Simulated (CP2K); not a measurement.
Fluorocarbonylketene has these distinct O atoms: O1 (bonded to C) and O5 (bonded to C).

```xyz
7

O     2.3968   -0.6415   -0.4119
C     1.3882   -0.1194   -0.1609
C     0.2276    0.4736    0.1232
C    -0.9992   -0.2948    0.0034
O    -1.1610   -1.4419   -0.3228
F    -2.0843    0.5077    0.3368
H     0.2319    1.5164    0.4322
```

Their partial O K spectra (CP2K XAS_TDP, all-electron GAPW, PBEh(45%), aug-cc-pVDZ, TDA, GW2X-corrected core level, no relativity) are given in random order, each times the number of alike atoms.

Gaussian full width 0.5 eV, oscillator strength per eV, alike atoms added, rows of zeros left out:

```csv
E (eV),curve 1,curve 2
531.75,0.000,0.002
532.00,0.000,0.020
532.25,0.000,0.064
532.50,0.000,0.052
532.75,0.006,0.011
533.00,0.044,0.001
533.25,0.080,0.000
533.50,0.036,0.000
533.75,0.004,0.000
534.75,0.000,0.001
535.00,0.000,0.002
535.25,0.001,0.001
535.50,0.014,0.000
535.75,0.047,0.000
536.00,0.040,0.000
536.25,0.008,0.000
536.75,0.000,0.001
537.00,0.000,0.001
537.25,0.000,0.001
537.50,0.000,0.005
537.75,0.000,0.013
538.00,0.000,0.017
538.25,0.001,0.015
538.50,0.003,0.007
538.75,0.005,0.006
539.00,0.002,0.008
539.25,0.000,0.007
539.50,0.000,0.007
539.75,0.000,0.009
540.00,0.000,0.009
540.25,0.001,0.007
540.50,0.006,0.005
540.75,0.013,0.013
541.00,0.017,0.014
541.25,0.027,0.016
541.50,0.017,0.014
541.75,0.005,0.011
542.00,0.004,0.022
542.25,0.003,0.023
542.50,0.001,0.010
542.75,0.002,0.007
543.00,0.007,0.008
543.25,0.011,0.005
543.50,0.007,0.005
543.75,0.004,0.004
544.00,0.007,0.003
544.25,0.013,0.005
544.50,0.019,0.008
544.75,0.018,0.005
545.00,0.008,0.001
545.25,0.007,0.002
545.50,0.008,0.005
```

Q: Which curve belongs to which atom?

Curve 1: O1 (bonded to C), leading line at 533.23 eV (f = 0.043 an atom), ionisation energy 541.36 eV, term value 8.13 eV. Curve 2: O5 (bonded to C), leading line at 532.34 eV (f = 0.037 an atom), ionisation energy 538.72 eV, term value 6.38 eV. The leading line of an atom is its first one with 35 % of the strongest within 2.5 eV of its lowest line over the strength cut. A line lies at the core ionisation energy, which rises as an atom loses charge to its neighbours or to a π system, less the term value, which is large for a low π* or σ* orbital with weight on that atom.

[Banner, clock and machine lines of the logs are left out without a mark of their own.]

[Logs are printed without paths, hosts, clocks, repeated set-up lines and the standing remarks that a program may print on its own settings, such as how far it seeks lower states.]

[Hosts, paths, dates, database ids (printed as entryN), source tags and the programs' standing remarks are cut or masked in the printed files.]
